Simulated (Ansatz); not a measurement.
# A hypothetical structure for MgAgCl3

Starting from a made-up structure for MgAgCl3, the aim is the relaxed cell, its shortest contacts and, where a second run follows, its electronic structure.

Method: DFT, PBEsol, plane-wave PAW, files of the set soft_1, scalar-relativistic, no spin, cell and ions relaxed at zero pressure; PAW set soft_1, in the first sound run; inputs show where later runs differ, in Ansatz 0.2.0.

### Step 1. The starting structure

The structure is cubic, space group Pm-3m (No. 221). Conventional cell: a = 4.721 Å, b = 4.721 Å, c = 4.721 Å, α = 90.00°, β = 90.00°, γ = 90.00°. Nearest to Ag lie 12 Cl at 3.34 Å. Cl has 2 Mg at 2.36 Å nearest. Nearest to Mg lie 6 Cl at 2.36 Å. Farther neighbours and most contacts between anions are not listed.

### Step 2. Relaxation of the guess

The guess takes its coordinates from another compound and its volume from a rule, so the cell and any free coordinates are relaxed together.

File input.yaml:

```yaml
crystal:
  lattice:
    - [4.721, 0.0, 0.0]
    - [0.0, 4.721, 0.0]
    - [0.0, 0.0, 4.721]
  atoms:
    - { symbol: Ag, position: [0.0, 0.0, 0.0] }
    - { symbol: Cl, position: [0.5, 0.5, 0.0] }
    - { symbol: Cl, position: [0.5, 0.0, 0.5] }
    - { symbol: Cl, position: [0.0, 0.5, 0.5] }
    - { symbol: Mg, position: [0.5, 0.5, 0.5] }
kpoints:
  mp_grid: { grid: [6, 6, 6] }
scf:
  occupations: { method: fermi_dirac, width: 0.05 }
hamiltonian:
  xc: pbesol
  pseudopotentials: { kind: paw, azcp: { folder: soft_1 }, xc_functional: pbe }
relax:
  f_tol: 0.015
  max_steps: 70
  cell: {}
output:
  forces: true
  stress: true
```

Started as:

```
$ ansatz run input.yaml --threads 4 --pin off --max-ram 8192MiB --backend cpu --events-out ev --progress --plain --runs-dir out
```

Numbers of over 12 decimals in the logs are rounded to 6 here.

The log of the run:

```text
Engine: ansatz 0.2.0, x86_64-unknown-linux-gnu
Pseudopotentials: kind: paw
Pseudopotential: Ag, paw, valence charge 19, recommended cutoff 420 eV (normal), soft_1/Ag.paw.azcp
Pseudopotential: Cl, paw, valence charge 7, recommended cutoff 420 eV (normal), soft_1/Cl.paw.azcp
Pseudopotential: Mg, paw, valence charge 10, recommended cutoff 420 eV (normal), soft_1/Mg.paw.azcp
Functional definition: PBEsol
  exchange = pbesol_x
  correlation = pbesol_c
Crystal: 5 atoms, lattice volume = 105.221 Å³
Basis set: ecut = 420 eV, 2103 PW (Γ), exchange–correlation on 64×64×64 points (8 copies of the dense FFT grid, shifted against one another)
Bands: 30, of which v1, the nominal top of the filled ones, is band 25 counted from 1 (24 counted from 0)
Symmetry: 48 space group operations
Space group: Pm-3m (ITA 221), of the structure as read, at distance tolerance 4.7e-5 Å
k-points: 20 of 216
Non-local potential: Ag, projectors of the file, l = 0: 3, l = 1: 2, l = 2: 2, l = 3: 1
Non-local potential: Cl, projectors of the file, l = 0: 2, l = 1: 2, l = 2: 1
Non-local potential: Mg, projectors of the file, l = 0: 3, l = 1: 2, l = 2: 1
PAW form: soft (Blöchl's): semilocal exchange-correlation on the pseudo side does not see the compensation charge
PAW frozen core: Ag, regenerated for the run's functional, and the local potential with it (the file was generated under x = pbe(κ = 0.804, μ = 0.219515), c = pbe(β = 0.066725))
PAW frozen core: Cl, regenerated for the run's functional, and the local potential with it (the file was generated under x = pbe(κ = 0.804, μ = 0.219515), c = pbe(β = 0.066725))
PAW frozen core: Mg, regenerated for the run's functional, and the local potential with it (the file was generated under x = pbe(κ = 0.804, μ = 0.219515), c = pbe(β = 0.066725))
PAW one-centre angular grid: Ag, 590 points (default); XC on 64 Gauss nodes
PAW one-centre angular grid: Cl, 110 points (default); XC on 64 Gauss nodes
PAW one-centre angular grid: Mg, 110 points (default); XC on 64 Gauss nodes
Initial density: superposition of atomic densities (chi_scale 0.1, normalization cell, long waves kept (reshape's long-wave potential 0.02 eV rms))
Initial wavefunctions: pseudopotential atomic-orbital guess
Functional: x = pbesol(κ = 0.804, μ = 0.123457), c = pbesol(β = 0.046)
SCF iter   1: F=—  HF=-12623.000517 eV  |F-HF|=—  |Δ(HF+E_count)|=         —  Δρ=6.07e-2  dr2=3.88e0  ethr=3.10e-3  ⟨swp⟩=7.5  Hψ=2743  notcnv=0
preconditioner: auto → Resta (q_TF=auto, 2.410 Å⁻¹)  ε∞=4.8  [insulator: Δε(μ)=0.528 eV  Ē_g=10.780 eV  σ=0.050 eV  W_gap=0.98  n_scr=26 (ndim 8)  ℏωp=21.1 eV  f_vac=0.002  D(μ)=0.01/eV (n_scr^D=0)  ε∞_Penn≈4.8]
SCF iter   2: F=—  HF=-12621.726009 eV  |F-HF|=—  |Δ(HF+E_count)|=    1.27e0  Δρ=1.80e-2  dr2=3.25e-1  ethr=3.10e-3  ⟨swp⟩=3.0  Hψ=1430  notcnv=0  defer=13
SCF iter   3: F=—  HF=-12621.661231 eV  |F-HF|=—  |Δ(HF+E_count)|=   6.48e-2  Δρ=7.62e-3  dr2=5.46e-2  ethr=6.49e-4  ⟨swp⟩=3.0  Hψ=1286  notcnv=0  defer=15
SCF iter   4: F=—  HF=-12621.654881 eV  |F-HF|=—  |Δ(HF+E_count)|=   6.35e-3  Δρ=1.42e-3  dr2=2.28e-3  ethr=1.09e-4  ⟨swp⟩=3.0  Hψ=1193  notcnv=0  defer=15
SCF iter   5: F=—  HF=-12621.654531 eV  |F-HF|=—  |Δ(HF+E_count)|=   3.50e-4  Δρ=4.16e-4  dr2=1.56e-4  ethr=4.57e-6  ⟨swp⟩=2.2  Hψ=1225  notcnv=0  defer=15
SCF iter   6: F=—  HF=-12621.654599 eV  |F-HF|=—  |Δ(HF+E_count)|=   6.80e-5  Δρ=9.24e-5  dr2=1.20e-5  ethr=3.13e-7  ⟨swp⟩=2.1  Hψ=936  notcnv=0  defer=15
SCF iter   7: F=—  HF=-12621.654520 eV  |F-HF|=—  |Δ(HF+E_count)|=   7.95e-5  Δρ=2.06e-5  dr2=6.21e-7  ethr=2.39e-8  ⟨swp⟩=2.0  Hψ=987  notcnv=0  defer=15
SCF iter   8: F=-12621.654520 eV  HF=-12621.654520 eV  |F-HF|=1.25e-8  |Δ(HF+E_count)|=   3.82e-7  Δρ=5.73e-6  dr2=5.42e-8  ethr=2.00e-10  ⟨swp⟩=5.0  Hψ=2316  notcnv=0
SCF 1 converged in 8 iterations: F = -12621.654520 eV  dr2 = 5.42e-8
  greatest PAW one-centre occupation: 1.000 electrons in one spin orbital (limit 2), on the Ag atom at site 0 (counted from 0), in its partial waves of l = 0
relax step   1: F+E_penalty+E_count = -12621.65452037 eV  Δ(F+E_penalty+E_count) = +0.000e0 eV  max|allowed force component| = 4.099e-29 eV/Å  Δτ_max = 0.0000 Å  P = +3.131 GPa  Ω = 105.221 Å³  (8 SCF iters, dr2 threshold 1.00e-7 eV, accepted)
Crystal: 5 atoms, lattice volume = 109.053 Å³
Initial density: handed on by an earlier stage of this run
Initial wavefunctions: those handed on with the density
iter 1 solved again at ethr=8.53e-6 eV; its pass at ethr=3.10e-3 eV (dr2=4.27e-3 eV) is discarded
SCF iter   1: F=—  HF=-12621.708768 eV  |F-HF|=—  |Δ(HF+E_count)|=         —  Δρ=1.50e-3  dr2=4.18e-3  ethr=8.53e-6  ⟨swp⟩=2.0  Hψ=3347  notcnv=0
preconditioner: auto → Resta (q_TF=auto, 2.396 Å⁻¹)  ε∞=5.0  [insulator: Δε(μ)=1.490 eV  Ē_g=10.330 eV  σ=0.050 eV  W_gap=1.00  n_scr=26 (ndim 8)  ℏωp=20.7 eV  f_vac=0.015  D(μ)=0.00/eV (n_scr^D=0)  ε∞_Penn≈5.0]
SCF iter   2: F=—  HF=-12621.707344 eV  |F-HF|=—  |Δ(HF+E_count)|=   1.42e-3  Δρ=8.80e-4  dr2=1.28e-3  ethr=8.35e-6  ⟨swp⟩=2.6  Hψ=951  notcnv=0
SCF iter   3: F=—  HF=-12621.706803 eV  |F-HF|=—  |Δ(HF+E_count)|=   5.40e-4  Δρ=2.78e-4  dr2=1.63e-4  ethr=2.56e-6  ⟨swp⟩=3.0  Hψ=1090  notcnv=0
SCF iter   4: F=—  HF=-12621.706642 eV  |F-HF|=—  |Δ(HF+E_count)|=   1.62e-4  Δρ=9.73e-5  dr2=1.13e-5  ethr=3.27e-7  ⟨swp⟩=2.1  Hψ=925  notcnv=0
SCF iter   5: F=—  HF=-12621.706643 eV  |F-HF|=—  |Δ(HF+E_count)|=   6.84e-7  Δρ=2.47e-5  dr2=7.31e-7  ethr=2.27e-8  ⟨swp⟩=2.2  Hψ=1064  notcnv=0
SCF iter   6: F=-12621.706643 eV  HF=-12621.706643 eV  |F-HF|=2.97e-8  |Δ(HF+E_count)|=   3.34e-7  Δρ=5.19e-6  dr2=4.48e-8  ethr=1.00e-9  ⟨swp⟩=4.4  Hψ=2040  notcnv=0
SCF 2 converged in 6 iterations: F = -12621.706643 eV  dr2 = 4.48e-8
  greatest PAW one-centre occupation: 1.001 electrons in one spin orbital (limit 2), on the Ag atom at site 0 (counted from 0), in its partial waves of l = 0
relax step   2: F+E_penalty+E_count = -12621.70664289 eV  Δ(F+E_penalty+E_count) = -5.212e-2 eV  max|allowed force component| = 8.520e-30 eV/Å  Δτ_max = 0.0000 Å  P = +1.323 GPa  Ω = 109.053 Å³  energy of the carried Pulay correction = -4.523e-4 eV  (6 SCF iters, dr2 threshold 5.00e-7 eV, accepted)
Crystal: 5 atoms, lattice volume = 112.039 Å³
Basis set: ecut = 420 eV, 2109 PW (Γ), exchange–correlation on 64×64×64 points (8 copies of the dense FFT grid, shifted against one another)
iter 1 solved again at ethr=5.01e-6 eV; its pass at ethr=3.10e-3 eV (dr2=2.51e-3 eV) is discarded
SCF iter   1: F=—  HF=-12621.720917 eV  |F-HF|=—  |Δ(HF+E_count)|=         —  Δρ=1.12e-3  dr2=2.46e-3  ethr=5.01e-6  ⟨swp⟩=2.0  Hψ=3325  notcnv=0
preconditioner: auto → Resta (q_TF=auto, 2.385 Å⁻¹)  ε∞=5.0  [insulator: Δε(μ)=1.503 eV  Ē_g=10.224 eV  σ=0.050 eV  W_gap=1.00  n_scr=26 (ndim 8)  ℏωp=20.5 eV  f_vac=0.016  D(μ)=0.00/eV (n_scr^D=0)  ε∞_Penn≈5.0]
SCF iter   2: F=—  HF=-12621.720088 eV  |F-HF|=—  |Δ(HF+E_count)|=   8.29e-4  Δρ=6.48e-4  dr2=7.30e-4  ethr=4.92e-6  ⟨swp⟩=2.7  Hψ=981  notcnv=0
SCF iter   3: F=—  HF=-12621.719772 eV  |F-HF|=—  |Δ(HF+E_count)|=   3.16e-4  Δρ=2.09e-4  dr2=9.92e-5  ethr=1.46e-6  ⟨swp⟩=3.0  Hψ=1110  notcnv=0
SCF iter   4: F=—  HF=-12621.719627 eV  |F-HF|=—  |Δ(HF+E_count)|=   1.45e-4  Δρ=7.22e-5  dr2=6.50e-6  ethr=1.98e-7  ⟨swp⟩=2.1  Hψ=923  notcnv=0
SCF iter   5: F=-12621.719627 eV  HF=-12621.719627 eV  |F-HF|=1.80e-7  |Δ(HF+E_count)|=   5.04e-7  Δρ=1.80e-5  dr2=4.10e-7  ethr=1.00e-9  ⟨swp⟩=4.0  Hψ=2715  notcnv=0
SCF 3 converged in 5 iterations: F = -12621.719627 eV  dr2 = 4.10e-7
relax step   3: F+E_penalty+E_count = -12621.71962721 eV  Δ(F+E_penalty+E_count) = -1.298e-2 eV  max|allowed force component| = 9.940e-30 eV/Å  Δτ_max = 0.0000 Å  P = +0.137 GPa  Ω = 112.039 Å³  energy of the carried Pulay correction = -7.936e-4 eV  (5 SCF iters, dr2 threshold 5.00e-7 eV, accepted)
Crystal: 5 atoms, lattice volume = 112.393 Å³
Basis set: ecut = 420 eV, 2205 PW (Γ), exchange–correlation on 64×64×64 points (8 copies of the dense FFT grid, shifted against one another)
iter 1 solved again at ethr=1.55e-7 eV; its pass at ethr=3.10e-3 eV (dr2=7.76e-5 eV) is discarded
SCF iter   1: F=—  HF=-12621.719890 eV  |F-HF|=—  |Δ(HF+E_count)|=         —  Δρ=1.29e-4  dr2=3.64e-5  ethr=1.55e-7  ⟨swp⟩=2.0  Hψ=2984  notcnv=0
preconditioner: auto → Resta (q_TF=auto, 2.384 Å⁻¹)  ε∞=5.0  [insulator: Δε(μ)=1.487 eV  Ē_g=10.214 eV  σ=0.050 eV  W_gap=1.00  n_scr=26 (ndim 8)  ℏωp=20.4 eV  f_vac=0.016  D(μ)=0.00/eV (n_scr^D=0)  ε∞_Penn≈5.0]
SCF iter   2: F=—  HF=-12621.719751 eV  |F-HF|=—  |Δ(HF+E_count)|=   1.40e-4  Δρ=7.42e-5  dr2=1.06e-5  ethr=7.28e-8  ⟨swp⟩=2.2  Hψ=920  notcnv=0
SCF iter   3: F=—  HF=-12621.719747 eV  |F-HF|=—  |Δ(HF+E_count)|=   3.98e-6  Δρ=2.56e-5  dr2=1.69e-6  ethr=2.12e-8  ⟨swp⟩=3.0  Hψ=1102  notcnv=0
SCF iter   4: F=—  HF=-12621.719746 eV  |F-HF|=—  |Δ(HF+E_count)|=   5.14e-7  Δρ=8.64e-6  dr2=1.03e-7  ethr=3.38e-9  ⟨swp⟩=2.2  Hψ=940  notcnv=0
SCF iter   5: F=-12621.719746 eV  HF=-12621.719746 eV  |F-HF|=1.18e-9  |Δ(HF+E_count)|=   1.58e-8  Δρ=2.69e-6  dr2=8.13e-9  ethr=9.33e-11  ⟨swp⟩=5.0  Hψ=2287  notcnv=0
SCF 4 converged in 5 iterations: F = -12621.719746 eV  dr2 = 8.13e-9
relax step   4: F+E_penalty+E_count = -12621.71974644 eV  Δ(F+E_penalty+E_count) = -1.192e-4 eV  max|allowed force component| = 1.170e-29 eV/Å  Δτ_max = 0.0000 Å  P = +0.007 GPa  Ω = 112.393 Å³  energy of the carried Pulay correction = -8.335e-4 eV  (5 SCF iters, dr2 threshold 4.66e-8 eV, accepted)
Basis set: ecut = 420 eV, 2205 PW (Γ), exchange–correlation on 72×72×72 points (8 copies of the dense FFT grid, shifted against one another)
Initial wavefunctions: pseudopotential atomic-orbital guess (no wavefunctions were taken with the density)
iter 1 solved again at ethr=5.72e-7 eV; its pass at ethr=3.10e-3 eV (dr2=2.86e-4 eV) is discarded
SCF iter   1: F=—  HF=-12621.719833 eV  |F-HF|=—  |Δ(HF+E_count)|=         —  Δρ=2.86e-4  dr2=2.89e-6  ethr=5.72e-7  ⟨swp⟩=3.4  Hψ=4327  notcnv=0
preconditioner: auto → Resta (q_TF=auto, 2.384 Å⁻¹)  ε∞=5.0  [insulator: Δε(μ)=1.485 eV  Ē_g=10.214 eV  σ=0.050 eV  W_gap=1.00  n_scr=26 (ndim 8)  ℏωp=20.4 eV  f_vac=0.018  D(μ)=0.00/eV (n_scr^D=0)  ε∞_Penn≈5.0]
SCF iter   2: F=—  HF=-12621.720379 eV  |F-HF|=—  |Δ(HF+E_count)|=   5.45e-4  Δρ=1.44e-4  dr2=7.46e-7  ethr=5.78e-9  ⟨swp⟩=2.0  Hψ=1060  notcnv=0
SCF iter   3: F=—  HF=-12621.720528 eV  |F-HF|=—  |Δ(HF+E_count)|=   1.50e-4  Δρ=2.55e-5  dr2=3.65e-8  ethr=1.49e-9  ⟨swp⟩=2.1  Hψ=856  notcnv=0
SCF iter   4: F=—  HF=-12621.720533 eV  |F-HF|=—  |Δ(HF+E_count)|=   4.45e-6  Δρ=1.28e-6  dr2=1.98e-9  ethr=7.31e-11  ⟨swp⟩=2.0  Hψ=1030  notcnv=0
SCF iter   5: F=—  HF=-12621.720533 eV  |F-HF|=—  |Δ(HF+E_count)|=   2.14e-9  Δρ=5.20e-7  dr2=4.00e-10  ethr=3.96e-12  ⟨swp⟩=2.0  Hψ=919  notcnv=0
SCF iter   6: F=—  HF=-12621.720533 eV  |F-HF|=—  |Δ(HF+E_count)|=  8.00e-11  Δρ=2.13e-7  dr2=6.81e-11  ethr=1.00e-12  ⟨swp⟩=2.1  Hψ=1095  notcnv=0
SCF iter   7: F=-12621.720533 eV  HF=-12621.720533 eV  |F-HF|=3.64e-12  |Δ(HF+E_count)|=  8.73e-11  Δρ=3.81e-8  dr2=1.61e-12  ethr=1.00e-12  ⟨swp⟩=5.0  Hψ=2177  notcnv=0
SCF 5 converged in 7 iterations: F = -12621.720533 eV  dr2 = 1.61e-12
relax step   5: F+E_penalty+E_count = -12621.72053286 eV  Δ(F+E_penalty+E_count) = -7.864e-4 eV  max|allowed force component| = 1.407e-29 eV/Å  Δτ_max = 0.0000 Å  P = +0.004 GPa  Ω = 112.393 Å³  stress off target by 3.91e-3 GPa  SCF on the basis re-selected at this cell (its energy is not comparable with the rows above)  (7 SCF iters)
basis re-selected at this cell: Δ(F+E_penalty+E_count) = -7.864e-4 eV, ΔP = -0.004 GPa vs the last step (what re-selecting the basis moved, of the pressure what is left beyond the Pulay correction that the steps carried, after the strain that the cell walked since its last selection, with what the two solves' SCF thresholds leave and, on support functions, any second-order correction that the steps lacked; it is no measure of the basis error at this ecutwfc). The dense FFT grid was sized anew with the basis: this SCF ran on 36×36×36 points, the steps before it on 32×32×32, so part of this shift can come from that change (see relax.cell in the input reference). [rest of the remark cut]
SCF converged after 7 iterations
Free energy (F): -12621.720533 eV
Harris-Foulkes:  -12621.720533 eV  (|F-HF|=3.64e-12)
Internal energy: -12621.720533 eV  (E = F + TS)
E sigma→0 (E₀):  -12621.720533 eV
Entropy (-TS):   -0.000000 eV (-0.000 meV/atom)
Fermi energy:    4.927456 eV
--- Per-component energies (eV) ---
  E_band       = -810.130765
  E_kinetic    = 998.566434
  E_local      = -5608.672433  (includes V_loc(G=0)·N_el)
  E_nonlocal   = 328.425425
  E_hartree    = 2304.226699
  E_xc         = -500.729718
  E_vxc        = -579.267004  (∫ρ·V_xc dr)
  E_paw        = -6106.722948  (= ΣΔE_a)
  E_vpaw       = -557.637046  (= ΣTr[D̂ρ^β])
  E_aug_tail   = 0.000483  (compensation charges beyond the density's cutoff)
  E_ewald      = -4037.431373
  E_core_change = 0.616899  (= ΣΔE_core)
  E_smearing   = -0.000000  (= −TS)
  E_closure    = -0.000000  (closes the sum)
  Σ components = -12621.720533   (vs F -12621.720533, Δ=0.00e0)
--- Forces (eV/Å), atoms counted from 1 ---
  atom   1  Ag     0.00000000     0.00000000     0.00000000
  atom   2  Cl     0.00000000     0.00000000     0.00000000
  atom   3  Cl     0.00000000    -0.00000000     0.00000000
  atom   4  Cl     0.00000000     0.00000000    -0.00000000
  atom   5  Mg     0.00000000    -0.00000000     0.00000000
  max |Σ_I F_I| component: 2.43e-29 eV/Å
--- Stress (GPa, compression-positive) ---
        0.003911      -0.000000       0.000000
       -0.000000       0.003911      -0.000000
        0.000000      -0.000000       0.003911
  P = ⅓ Tr σ = 0.0039 GPa (0.039 kbar)
--- Relaxed structure (4 steps of the walk, 4 accepted, 1 SCFs on fresh bases) ---
  F+E_penalty+E_count = -12621.72053286 eV   max|allowed force component| = 1.407e-29 eV/Å   (the final SCF, on the basis selected at the relaxed cell)
  cell:  # Å, volume = 112.3927 Å³
    - [4.825912, 0, 0]
    - [0, 4.825912, 0]
    - [0, 0, 4.825912]
  atoms:
    - { symbol: Ag, position: [0, 0, 0] }
    - { symbol: Cl, position: [0.5, 0.5, 0] }
    - { symbol: Cl, position: [0.5, 0, 0.5] }
    - { symbol: Cl, position: [0, 0.5, 0.5] }
    - { symbol: Mg, position: [0.5, 0.5, 0.5] }
```

Elapsed: 3.7 s, on 4 threads of Intel Xeon Platinum 8559C (Emerald Rapids), shared host; peak memory 0.51 GiB.

Step by step:

| step | energy less that of the first step (eV) | largest force component (eV/Å) | pressure (GPa) | volume (Å³) |
| --- | --- | --- | --- | --- |
| 1 | 0.0000 | 0.0000 | 3.13 | 105.22 |
| 2 | -0.0521 | 0.0000 | 1.32 | 109.05 |
| 3 | -0.0651 | 0.0000 | 0.14 | 112.04 |
| 4 | -0.0652 | 0.0000 | 0.01 | 112.39 |
| 5* | -0.0660 | 0.0000 | 0.00 | 112.39 |

Relaxation steps marked * repeat the geometry before them on a plane-wave basis chosen anew for their cell, so energy and pressure can jump there.

Forces are held to the 48 operations that the run works with; a distortion that breaks them can't arise in this run.

| conventional cell, symmetrised | before | after | change |
| --- | --- | --- | --- |
| a (Å) | 4.721 | 4.826 | +2.2 % |
| b (Å) | 4.721 | 4.826 | +2.2 % |
| c (Å) | 4.721 | 4.826 | +2.2 % |
| volume (Å³/atom) | 21.04 | 22.48 | +6.8 % |

Final coordinates:

```xyz
5
Lattice="4.8259 0.0000 0.0000 0.0000 4.8259 0.0000 0.0000 0.0000 4.8259" Properties=species:S:1:pos:R:3 pbc="T T T"
Ag    0.0000    0.0000    0.0000
Cl    2.4130    2.4130    0.0000
Cl    2.4130    0.0000    2.4130
Cl    0.0000    2.4130    2.4130
Mg    2.4130    2.4130    2.4130
```

This step gave:

```yaml
free_energy: -12621.7205 eV
fermi_energy: 4.927 eV
gap_by_band_count: 1.485 eV
electrons: 50
symmetry_operations: 48
pressure: 0.003911 GPa
```

The shortest distance of each pair, which need not be the same contact before and after:

| pair | guess (Å) | relaxed (Å) |
| --- | --- | --- |
| Cl–Mg | 2.361 | 2.413 |
| Ag–Cl | 3.338 | 3.412 |
| Cl–Cl | 3.338 | 3.412 |
| Ag–Mg | 4.089 | 4.179 |
| Ag–Ag | 4.721 | 4.826 |

The relaxation ends with a pressure of 0.00 GPa.

(Continued in part 2 of 2.)

[Logs are printed without paths, hosts, clocks, repeated set-up lines and the standing remarks that a program may print on its own settings, such as how far it seeks lower states.]

[Hosts, paths, dates, database ids (printed as entryN), source tags and the programs' standing remarks are cut or masked in the printed files.]
